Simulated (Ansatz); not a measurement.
## HgMo3: relaxing a made-up structure

This structure for HgMo3 is made up. Its elements were placed in a known structure type with a cell scaled to their sizes. What cell does the guess relax to, and how far off was it?

Main program and level: Ansatz 0.2.0; DFT, r2SCAN, plane-wave PAW, files of the set soft_1, scalar-relativistic, no spin, cell and ions relaxed at zero pressure; PAW set soft_1, in the first sound run; inputs show where later runs differ.

**1. The structure**

It takes space group Pm-3m (No. 221, cubic). The conventional cell has a = 4.140 Å, b = 4.140 Å, c = 4.140 Å, α = 90.00°, β = 90.00°, γ = 90.00°. Nearest to Hg lie 12 Mo at 2.93 Å. Nearest to Mo lie 8 Mo at 2.93 Å and 4 Hg at 2.93 Å. Farther neighbours are not listed.

**2. Relaxation of the guess**

The guessed cell has no reason to be at equilibrium. It is relaxed with the atoms, within the space group of the guess.

The input, input.yaml:

```yaml
crystal:
  lattice:
    - [4.14, 0.0, 0.0]
    - [0.0, 4.14, 0.0]
    - [0.0, 0.0, 4.14]
  atoms:
    - { symbol: Hg, position: [0.0, 0.0, 0.0] }
    - { symbol: Mo, position: [0.5, 0.5, 0.0] }
    - { symbol: Mo, position: [0.5, 0.0, 0.5] }
    - { symbol: Mo, position: [0.0, 0.5, 0.5] }
kpoints:
  mp_grid: { grid: [7, 7, 7] }
scf:
  occupations: { method: fermi_dirac, width: 0.05 }
hamiltonian:
  xc: r2scan
  pseudopotentials: { kind: paw, azcp: { folder: soft_1 } }
relax:
  f_tol: 0.015
  max_steps: 70
  cell: {}
output:
  forces: true
  stress: true
```

On the command line:

```bash
ansatz run input.yaml --threads 4 --pin off --max-ram 8192MiB --backend cpu --events-out ev --progress --plain --runs-dir out
```

Numbers of over 12 decimals in the logs are rounded to 6 here.

Output:

```text
Engine: ansatz 0.2.0, aarch64-unknown-linux-gnu
Pseudopotentials: kind: paw
Pseudopotential: Hg, paw, valence charge 20, recommended cutoff 500 eV (meta_gga), soft_1/Hg.paw.azcp
Pseudopotential: Mo, paw, valence charge 14, recommended cutoff 500 eV (meta_gga), soft_1/Mo.paw.azcp
Functional definition: r2SCAN
  parameter k0 = 0.174
  parameter k1 = 0.065
  parameter a1 = 4.9479
  exchange = r2scan_x(k0 = k0, k1 = k1, a1 = a1)
  correlation = r2scan_c
Crystal: 4 atoms, lattice volume = 70.958 Å³
Basis set: ecut = 500 eV, 1791 PW (Γ), exchange–correlation on 128×128×128 points (64 copies of the dense FFT grid, shifted against one another)
Bands: 38, of which v1, the nominal top of the filled ones, is band 31 counted from 1 (30 counted from 0)
Symmetry: 48 space group operations
Space group: Pm-3m (ITA 221), of the structure as read, at distance tolerance 4.1e-5 Å
k-points: 20 of 343
Non-local potential: Hg, projectors of the file, l = 0: 3, l = 1: 2, l = 2: 2, l = 3: 1
Non-local potential: Mo, projectors of the file, l = 0: 3, l = 1: 2, l = 2: 2, l = 3: 1
PAW form: soft (Blöchl's): semilocal exchange-correlation on the pseudo side does not see the compensation charge
PAW frozen core: Hg, regenerated for the run's functional (the file was generated under x = pbe(κ = 0.804, μ = 0.219515), c = pbe(β = 0.066725))
PAW frozen core: Mo, regenerated for the run's functional (the file was generated under x = pbe(κ = 0.804, μ = 0.219515), c = pbe(β = 0.066725))
PAW one-centre angular grid: Hg, 590 points (default); XC on 160 Gauss nodes
PAW one-centre angular grid: Mo, 590 points (default); XC on 160 Gauss nodes
Initial density: superposition of atomic densities (chi_scale 0.1, normalization cell, long waves kept (reshape's long-wave potential 0.00 eV rms))
Initial wavefunctions: pseudopotential atomic-orbital guess
Functional: x = r2scan, c = r2scan; τ floored in thin density (d = 2e-4 eV/Å³)
SCF iter   1: F=—  HF=-28731.988296 eV  |F-HF|=—  |Δ(HF+E_count)|=         —  Δρ=9.16e-2  dr2=6.52e0  dr2_τ=2.54e-1  ethr=3.10e-3  ⟨swp⟩=5.2  Hψ=2417  notcnv=0
preconditioner: auto → Kerker (q_TF=auto, 2.668 Å⁻¹)  [metal: Δε(μ)=0.084 eV  Ē_g=6.429 eV  σ=0.050 eV  W_gap=0.38  n_scr=26 (ndim 8)  ℏωp=24.1 eV  f_vac=0.000  D(μ)=2.85/eV (n_scr^D=26)]
SCF iter   2: F=—  HF=-28730.597081 eV  |F-HF|=—  |Δ(HF+E_count)|=    1.39e0  Δρ=4.95e-2  dr2=1.75e0  dr2_τ=8.90e-2  ethr=3.10e-3  ⟨swp⟩=2.0  Hψ=1466  notcnv=0  defer=10
SCF iter   3: F=—  HF=-28730.537996 eV  |F-HF|=—  |Δ(HF+E_count)|=   5.91e-2  Δρ=1.07e-2  dr2=6.09e-2  dr2_τ=3.15e-3  ethr=2.82e-3  ⟨swp⟩=2.0  Hψ=1275  notcnv=0  defer=10
SCF iter   4: F=—  HF=-28730.561644 eV  |F-HF|=—  |Δ(HF+E_count)|=   2.36e-2  Δρ=1.75e-3  dr2=2.10e-3  dr2_τ=1.47e-4  ethr=9.83e-5  ⟨swp⟩=3.0  Hψ=1498  notcnv=0  defer=9
SCF iter   5: F=—  HF=-28730.562637 eV  |F-HF|=—  |Δ(HF+E_count)|=   9.94e-4  Δρ=5.30e-4  dr2=2.61e-4  dr2_τ=1.83e-5  ethr=3.39e-6  ⟨swp⟩=2.1  Hψ=1146  notcnv=0  defer=8
SCF iter   6: F=—  HF=-28730.562618 eV  |F-HF|=—  |Δ(HF+E_count)|=   1.93e-5  Δρ=1.60e-4  dr2=2.00e-5  dr2_τ=1.90e-6  ethr=4.20e-7  ⟨swp⟩=2.2  Hψ=1371  notcnv=0  defer=8
SCF iter   7: F=—  HF=-28730.562617 eV  |F-HF|=—  |Δ(HF+E_count)|=   6.28e-7  Δρ=5.11e-5  dr2=2.04e-6  dr2_τ=1.73e-7  ethr=3.22e-8  ⟨swp⟩=2.0  Hψ=1337  notcnv=0  defer=8
SCF iter   8: F=-28730.562617 eV  HF=-28730.562617 eV  |F-HF|=1.10e-8  |Δ(HF+E_count)|=   2.65e-7  Δρ=1.08e-5  dr2=6.92e-8  dr2_τ=6.23e-9  ethr=1.61e-10  ⟨swp⟩=3.0  Hψ=3049  notcnv=0
SCF 1 converged in 8 iterations: F = -28730.562617 eV  dr2 = 6.92e-8
  greatest PAW one-centre occupation: 1.002 electrons in one spin orbital (limit 2), on the Hg atom at site 0 (counted from 0), in its partial waves of l = 0
relax step   1: F+E_penalty+E_count = -28730.56261739 eV  Δ(F+E_penalty+E_count) = +0.000e0 eV  max|allowed force component| = 3.136e-29 eV/Å  Δτ_max = 0.0000 Å  P = -16.087 GPa  Ω = 70.958 Å³  (8 SCF iters, dr2 threshold 1.00e-7 eV, accepted)
Crystal: 4 atoms, lattice volume = 61.078 Å³
Basis set: ecut = 500 eV, 1551 PW (Γ), exchange–correlation on 128×128×128 points (64 copies of the dense FFT grid, shifted against one another)
Initial density: handed on by an earlier stage of this run
Initial wavefunctions: those handed on with the density
iter 1 solved again at ethr=2.78e-4 eV; its pass at ethr=3.10e-3 eV (dr2=1.72e-1 eV) is discarded
SCF iter   1: F=—  HF=-28729.370851 eV  |F-HF|=—  |Δ(HF+E_count)|=         —  Δρ=1.33e-2  dr2=1.73e-1  dr2_τ=1.64e0  ethr=2.78e-4  ⟨swp⟩=1.1  Hψ=3882  notcnv=0
preconditioner: auto → Kerker (q_TF=auto, 2.735 Å⁻¹)  [metal: Δε(μ)=0.112 eV  Ē_g=6.890 eV  σ=0.050 eV  W_gap=0.49  n_scr=18 (ndim 8)  ℏωp=26.0 eV  f_vac=0.000  D(μ)=2.63/eV (n_scr^D=26)]
SCF iter   2: F=—  HF=-28730.660870 eV  |F-HF|=—  |Δ(HF+E_count)|=    1.29e0  Δρ=6.36e-3  dr2=3.68e-2  dr2_τ=2.03e-3  ethr=2.78e-4  ⟨swp⟩=2.0  Hψ=1455  notcnv=0
SCF iter   3: F=—  HF=-28730.662078 eV  |F-HF|=—  |Δ(HF+E_count)|=   1.21e-3  Δρ=2.49e-3  dr2=4.13e-3  dr2_τ=3.50e-4  ethr=5.94e-5  ⟨swp⟩=2.0  Hψ=1228  notcnv=0  defer=4
SCF iter   4: F=—  HF=-28730.662420 eV  |F-HF|=—  |Δ(HF+E_count)|=   3.41e-4  Δρ=5.27e-4  dr2=1.95e-4  dr2_τ=1.64e-5  ethr=6.67e-6  ⟨swp⟩=2.6  Hψ=1268  notcnv=0  defer=4
SCF iter   5: F=—  HF=-28730.662463 eV  |F-HF|=—  |Δ(HF+E_count)|=   4.34e-5  Δρ=1.29e-4  dr2=1.07e-5  dr2_τ=5.64e-7  ethr=3.15e-7  ⟨swp⟩=2.4  Hψ=1199  notcnv=0  defer=4
SCF iter   6: F=—  HF=-28730.662465 eV  |F-HF|=—  |Δ(HF+E_count)|=   1.53e-6  Δρ=2.89e-5  dr2=5.43e-7  dr2_τ=1.78e-8  ethr=1.72e-8  ⟨swp⟩=2.1  Hψ=1071  notcnv=0  defer=4
SCF iter   7: F=-28730.662465 eV  HF=-28730.662465 eV  |F-HF|=2.01e-8  |Δ(HF+E_count)|=   4.77e-8  Δρ=9.25e-6  dr2=2.85e-8  dr2_τ=4.09e-9  ethr=6.45e-10  ⟨swp⟩=4.0  Hψ=2366  notcnv=0
SCF 2 converged in 7 iterations: F = -28730.662465 eV  dr2 = 2.85e-8
relax step   2: F+E_penalty+E_count = -28730.66246466 eV  Δ(F+E_penalty+E_count) = -9.985e-2 eV  max|allowed force component| = 1.538e-29 eV/Å  Δτ_max = 0.0000 Å  P = +17.740 GPa  Ω = 61.078 Å³  energy of the carried Pulay correction = +4.505e-3 eV  (7 SCF iters, dr2 threshold 4.00e-7 eV, accepted)
Crystal: 4 atoms, lattice volume = 65.889 Å³
Basis set: ecut = 500 eV, 1743 PW (Γ), exchange–correlation on 128×128×128 points (64 copies of the dense FFT grid, shifted against one another)
iter 1 solved again at ethr=9.70e-5 eV; its pass at ethr=3.10e-3 eV (dr2=6.01e-2 eV) is discarded
SCF iter   1: F=—  HF=-28730.259873 eV  |F-HF|=—  |Δ(HF+E_count)|=         —  Δρ=8.10e-3  dr2=6.16e-2  dr2_τ=4.62e-1  ethr=9.70e-5  ⟨swp⟩=1.1  Hψ=3270  notcnv=0
preconditioner: auto → Kerker (q_TF=auto, 2.701 Å⁻¹)  [metal: Δε(μ)=0.003 eV  Ē_g=6.566 eV  σ=0.050 eV  W_gap=0.02  n_scr=26 (ndim 8)  ℏωp=25.1 eV  f_vac=0.000  D(μ)=2.28/eV (n_scr^D=18)]
SCF iter   2: F=—  HF=-28730.873025 eV  |F-HF|=—  |Δ(HF+E_count)|=   6.13e-1  Δρ=3.80e-3  dr2=1.52e-2  dr2_τ=1.35e-3  ethr=9.70e-5  ⟨swp⟩=2.0  Hψ=1500  notcnv=0
SCF iter   3: F=—  HF=-28730.871566 eV  |F-HF|=—  |Δ(HF+E_count)|=   1.46e-3  Δρ=1.75e-3  dr2=3.19e-3  dr2_τ=2.62e-4  ethr=2.45e-5  ⟨swp⟩=1.5  Hψ=927  notcnv=0
SCF iter   4: F=—  HF=-28730.871630 eV  |F-HF|=—  |Δ(HF+E_count)|=   6.33e-5  Δρ=6.05e-4  dr2=3.59e-4  dr2_τ=1.14e-5  ethr=5.15e-6  ⟨swp⟩=2.0  Hψ=1013  notcnv=0
SCF iter   5: F=—  HF=-28730.871591 eV  |F-HF|=—  |Δ(HF+E_count)|=   3.81e-5  Δρ=1.09e-4  dr2=9.74e-6  dr2_τ=6.13e-7  ethr=5.78e-7  ⟨swp⟩=2.6  Hψ=1311  notcnv=0
SCF iter   6: F=—  HF=-28730.871592 eV  |F-HF|=—  |Δ(HF+E_count)|=   8.02e-7  Δρ=2.85e-5  dr2=5.02e-7  dr2_τ=2.22e-8  ethr=1.57e-8  ⟨swp⟩=2.1  Hψ=1006  notcnv=0
SCF iter   7: F=-28730.871592 eV  HF=-28730.871592 eV  |F-HF|=4.73e-11  |Δ(HF+E_count)|=   7.63e-8  Δρ=6.52e-6  dr2=2.30e-8  dr2_τ=3.06e-9  ethr=6.45e-10  ⟨swp⟩=4.0  Hψ=2357  notcnv=0
SCF 3 converged in 7 iterations: F = -28730.871592 eV  dr2 = 2.30e-8
relax step   3: F+E_penalty+E_count = -28730.87159232 eV  Δ(F+E_penalty+E_count) = -2.091e-1 eV  max|allowed force component| = 1.768e-29 eV/Å  Δτ_max = 0.0000 Å  P = -2.292 GPa  Ω = 65.889 Å³  energy of the carried Pulay correction = +2.230e-3 eV  (7 SCF iters, dr2 threshold 4.00e-7 eV, accepted)
Crystal: 4 atoms, lattice volume = 65.301 Å³
Basis set: ecut = 500 eV, 1647 PW (Γ), exchange–correlation on 128×128×128 points (64 copies of the dense FFT grid, shifted against one another)
iter 1 solved again at ethr=9.54e-7 eV; its pass at ethr=3.10e-3 eV (dr2=5.91e-4 eV) is discarded
SCF iter   1: F=—  HF=-28730.868655 eV  |F-HF|=—  |Δ(HF+E_count)|=         —  Δρ=8.73e-4  dr2=7.33e-4  dr2_τ=6.15e-3  ethr=9.54e-7  ⟨swp⟩=2.0  Hψ=3220  notcnv=0
preconditioner: auto → Kerker (q_TF=auto, 2.705 Å⁻¹)  [metal: Δε(μ)=0.025 eV  Ē_g=6.582 eV  σ=0.050 eV  W_gap=0.13  n_scr=26 (ndim 8)  ℏωp=25.2 eV  f_vac=0.000  D(μ)=2.28/eV (n_scr^D=18)]
SCF iter   2: F=—  HF=-28730.876587 eV  |F-HF|=—  |Δ(HF+E_count)|=   7.93e-3  Δρ=3.98e-4  dr2=1.56e-4  dr2_τ=1.05e-5  ethr=9.54e-7  ⟨swp⟩=2.0  Hψ=1357  notcnv=0
SCF iter   3: F=—  HF=-28730.876579 eV  |F-HF|=—  |Δ(HF+E_count)|=   8.27e-6  Δρ=1.77e-4  dr2=2.79e-5  dr2_τ=2.07e-6  ethr=2.52e-7  ⟨swp⟩=2.0  Hψ=955  notcnv=0
SCF iter   4: F=—  HF=-28730.876581 eV  |F-HF|=—  |Δ(HF+E_count)|=   2.50e-6  Δρ=5.78e-5  dr2=2.86e-6  dr2_τ=1.73e-7  ethr=4.50e-8  ⟨swp⟩=2.0  Hψ=1040  notcnv=0
SCF iter   5: F=-28730.876581 eV  HF=-28730.876581 eV  |F-HF|=2.35e-8  |Δ(HF+E_count)|=   1.92e-7  Δρ=1.03e-5  dr2=9.80e-8  dr2_τ=5.50e-9  ethr=6.45e-10  ⟨swp⟩=2.5  Hψ=2882  notcnv=0
SCF 4 converged in 5 iterations: F = -28730.876581 eV  dr2 = 9.80e-8
relax step   4: F+E_penalty+E_count = -28730.87658089 eV  Δ(F+E_penalty+E_count) = -4.989e-3 eV  max|allowed force component| = 1.893e-29 eV/Å  Δτ_max = 0.0000 Å  P = -0.261 GPa  Ω = 65.301 Å³  energy of the carried Pulay correction = +2.500e-3 eV  (5 SCF iters, dr2 threshold 4.00e-7 eV, accepted)
Crystal: 4 atoms, lattice volume = 65.228 Å³
iter 1 solved again at ethr=1.58e-8 eV; its pass at ethr=3.10e-3 eV (dr2=9.82e-6 eV) is discarded
SCF iter   1: F=—  HF=-28730.876551 eV  |F-HF|=—  |Δ(HF+E_count)|=         —  Δρ=1.09e-4  dr2=1.22e-5  dr2_τ=9.50e-5  ethr=1.58e-8  ⟨swp⟩=2.0  Hψ=3136  notcnv=0
preconditioner: auto → Kerker (q_TF=auto, 2.705 Å⁻¹)  [metal: Δε(μ)=0.023 eV  Ē_g=6.593 eV  σ=0.050 eV  W_gap=0.12  n_scr=26 (ndim 8)  ℏωp=25.2 eV  f_vac=0.000  D(μ)=2.27/eV (n_scr^D=18)]
SCF iter   2: F=—  HF=-28730.876674 eV  |F-HF|=—  |Δ(HF+E_count)|=   1.24e-4  Δρ=5.09e-5  dr2=2.97e-6  dr2_τ=1.59e-7  ethr=1.58e-8  ⟨swp⟩=2.0  Hψ=1356  notcnv=0
SCF iter   3: F=—  HF=-28730.876674 eV  |F-HF|=—  |Δ(HF+E_count)|=   1.82e-7  Δρ=2.28e-5  dr2=5.73e-7  dr2_τ=3.54e-8  ethr=4.80e-9  ⟨swp⟩=2.0  Hψ=949  notcnv=0
SCF iter   4: F=-28730.876674 eV  HF=-28730.876674 eV  |F-HF|=2.68e-8  |Δ(HF+E_count)|=  7.75e-10  Δρ=7.89e-6  dr2=6.30e-8  dr2_τ=2.96e-9  ethr=2.76e-10  ⟨swp⟩=4.0  Hψ=2367  notcnv=0
SCF 5 converged in 4 iterations: F = -28730.876674 eV  dr2 = 6.30e-8
relax step   5: F+E_penalty+E_count = -28730.87667422 eV  Δ(F+E_penalty+E_count) = -9.334e-5 eV  max|allowed force component| = 1.170e-29 eV/Å  Δτ_max = 0.0000 Å  P = -0.004 GPa  Ω = 65.228 Å³  energy of the carried Pulay correction = +2.533e-3 eV  (4 SCF iters, dr2 threshold 1.71e-7 eV, accepted)
Basis set: ecut = 500 eV, 1647 PW (Γ), exchange–correlation on 120×120×120 points (64 copies of the dense FFT grid, shifted against one another)
Initial wavefunctions: pseudopotential atomic-orbital guess (no wavefunctions were taken with the density)
iter 1 solved again at ethr=3.18e-8 eV; its pass at ethr=3.10e-3 eV (dr2=1.97e-5 eV) is discarded
SCF iter   1: F=—  HF=-28730.874488 eV  |F-HF|=—  |Δ(HF+E_count)|=         —  Δρ=2.11e-4  dr2=3.55e-6  dr2_τ=4.03e-5  ethr=3.18e-8  ⟨swp⟩=3.0  Hψ=4500  notcnv=0
preconditioner: auto → Kerker (q_TF=auto, 2.705 Å⁻¹)  [metal: Δε(μ)=0.023 eV  Ē_g=6.594 eV  σ=0.050 eV  W_gap=0.11  n_scr=26 (ndim 8)  ℏωp=25.2 eV  f_vac=0.000  D(μ)=2.27/eV (n_scr^D=18)]
SCF iter   2: F=—  HF=-28730.874495 eV  |F-HF|=—  |Δ(HF+E_count)|=   6.69e-6  Δρ=1.11e-4  dr2=9.98e-7  dr2_τ=7.45e-7  ethr=5.72e-9  ⟨swp⟩=2.0  Hψ=1377  notcnv=0
SCF iter   3: F=—  HF=-28730.874496 eV  |F-HF|=—  |Δ(HF+E_count)|=   1.35e-6  Δρ=7.48e-6  dr2=1.39e-8  dr2_τ=6.10e-9  ethr=1.61e-9  ⟨swp⟩=2.0  Hψ=1287  notcnv=0
SCF iter   4: F=—  HF=-28730.874496 eV  |F-HF|=—  |Δ(HF+E_count)|=   1.32e-8  Δρ=1.71e-6  dr2=2.66e-9  dr2_τ=1.89e-10  ethr=2.24e-11  ⟨swp⟩=2.0  Hψ=1055  notcnv=0
SCF iter   5: F=—  HF=-28730.874496 eV  |F-HF|=—  |Δ(HF+E_count)|=  2.18e-11  Δρ=7.12e-7  dr2=2.74e-10  dr2_τ=6.41e-11  ethr=4.29e-12  ⟨swp⟩=2.0  Hψ=1056  notcnv=0
SCF iter   6: F=-28730.874496 eV  HF=-28730.874496 eV  |F-HF|=3.64e-12  |Δ(HF+E_count)|=  5.46e-11  Δρ=2.66e-7  dr2=2.96e-11  dr2_τ=5.72e-12  ethr=1.00e-12  ⟨swp⟩=4.0  Hψ=2371  notcnv=0
SCF 6 converged in 6 iterations: F = -28730.874496 eV  dr2 = 2.96e-11
relax step   6: F+E_penalty+E_count = -28730.87449637 eV  Δ(F+E_penalty+E_count) = +2.178e-3 eV  max|allowed force component| = 8.513e-30 eV/Å  Δτ_max = 0.0000 Å  P = -0.024 GPa  Ω = 65.228 Å³  stress off target by 2.38e-2 GPa  SCF on the basis re-selected at this cell (its energy is not comparable with the rows above)  (6 SCF iters)
basis re-selected at this cell: Δ(F+E_penalty+E_count) = +2.178e-3 eV, ΔP = -0.020 GPa vs the last step (what re-selecting the basis moved, of the pressure what is left beyond the Pulay correction that the steps carried, after the strain that the cell walked since its last selection, with what the two solves' SCF thresholds leave and, on support functions, any second-order correction that the steps lacked; it is no measure of the basis error at this ecutwfc). The dense FFT grid was sized anew with the basis: this SCF ran on 30×30×30 points, the steps before it on 32×32×32, so part of this shift can come from that change (see relax.cell in the input reference). [rest of the remark cut]
SCF converged after 6 iterations
Free energy (F): -28730.874496 eV
Harris-Foulkes:  -28730.874496 eV  (|F-HF|=3.64e-12)
Internal energy: -28730.856189 eV  (E = F + TS)
E sigma→0 (E₀):  -28730.865343 eV
Entropy (-TS):   -0.018307 eV (-4.577 meV/atom)
Fermi energy:    20.894739 eV
--- Per-component energies (eV) ---
  E_band       = -514.548032
  E_kinetic    = 1837.672843
  E_local      = -4474.561414  (includes V_loc(G=0)·N_el)
  E_nonlocal   = 525.983625
  E_hartree    = 1747.302065
  E_xc         = -711.366653
  E_vxc        = -1012.093811  (∫ρ·V_xc dr)
  E_paw        = -19665.586768  (= ΣΔE_a)
  E_vpaw       = -953.903340  (= ΣTr[D̂ρ^β])
  E_aug_tail   = -0.000027  (compensation charges beyond the density's cutoff)
  E_vtau       = 67.749844  (kinetic-family band-sum trace: ∫τ·v_τ [+ j·A + Jᵃ·Aᵃ] dr)
  E_ewald      = -7989.487177
  E_core_change = -0.812683  (= ΣΔE_core)
  E_smearing   = -0.018307  (= −TS)
  E_closure    = 0.000000  (closes the sum)
  Σ components = -28730.874496   (vs F -28730.874496, Δ=0.00e0)
--- Forces (eV/Å), atoms counted from 1 ---
  atom   1  Hg    -0.00000000     0.00000000    -0.00000000
  atom   2  Mo     0.00000000     0.00000000    -0.00000000
  atom   3  Mo    -0.00000000    -0.00000000     0.00000000
  atom   4  Mo     0.00000000    -0.00000000     0.00000000
  max |Σ_I F_I| component: 8.28e-30 eV/Å
--- Stress (GPa, compression-positive) ---
       -0.023783       0.000000      -0.000000
        0.000000      -0.023783      -0.000000
       -0.000000      -0.000000      -0.023783
  P = ⅓ Tr σ = -0.0238 GPa (-0.238 kbar)
--- Relaxed structure (5 steps of the walk, 5 accepted, 1 SCFs on fresh bases) ---
  F+E_penalty+E_count = -28730.87449637 eV   max|allowed force component| = 8.513e-30 eV/Å   (the final SCF, on the basis selected at the relaxed cell)
  cell:  # Å, volume = 65.2284 Å³
    - [4.025429, 0, 0]
    - [0, 4.025429, 0]
    - [0, 0, 4.025429]
  atoms:
    - { symbol: Hg, position: [0, 0, 0] }
    - { symbol: Mo, position: [0.5, 0.5, 0] }
    - { symbol: Mo, position: [0.5, 0, 0.5] }
    - { symbol: Mo, position: [0, 0.5, 0.5] }
```

The job ended after 7.9 s (4 threads of Arm Neoverse V2, shared host; peak memory 0.55 GiB).

Step by step:

```csv
step,energy less that of the first step (eV),largest force component (eV/Å),pressure (GPa),volume (Å³)
1,0.0000,0.0000,-16.09,70.96
2,-0.0998,0.0000,17.74,61.08
3,-0.3090,0.0000,-2.29,65.89
4,-0.3140,0.0000,-0.26,65.30
5,-0.3141,0.0000,0.00,65.23
6*,-0.3119,0.0000,-0.02,65.23
```

Relaxation steps marked * repeat the geometry before them on a plane-wave basis chosen anew for their cell, so energy and pressure can jump there.

The run keeps the 48 symmetry operations that it works with, so distortions that break them were not tested.

```csv
"conventional cell, symmetrised",before,after,change
a (Å),4.140,4.025,-2.8 %
b (Å),4.140,4.025,-2.8 %
c (Å),4.140,4.025,-2.8 %
volume (Å³/atom),17.74,16.31,-8.1 %
```

Final coordinates:

```xyz
4
Lattice="4.0254 0.0000 0.0000 0.0000 4.0254 0.0000 0.0000 0.0000 4.0254" Properties=species:S:1:pos:R:3 pbc="T T T"
Hg    0.0000    0.0000    0.0000
Mo    2.0127    2.0127    0.0000
Mo    2.0127    0.0000    2.0127
Mo    0.0000    2.0127    2.0127
```

This step gave:

* free energy: -28730.8745 eV
* energy at zero smearing: -28730.8653 eV
* smearing term TS: 0.01831 eV
* Fermi energy: 20.89 eV
* electrons: 62
* symmetry operations: 48
* pressure: -0.02378 GPa

The shortest distance of each pair, which need not be the same contact before and after:

```csv
pair,guess (Å),relaxed (Å)
Hg–Mo,2.927,2.846
Mo–Mo,2.927,2.846
Hg–Hg,4.140,4.025
```

The relaxation ends with a pressure of -0.02 GPa.

(Continued in part 2 of 2.)

[Logs are printed without paths, hosts, clocks, repeated set-up lines and the standing remarks that a program may print on its own settings, such as how far it seeks lower states.]

[Hosts, paths, dates, database ids (printed as entryN), source tags and the programs' standing remarks are cut or masked in the printed files.]
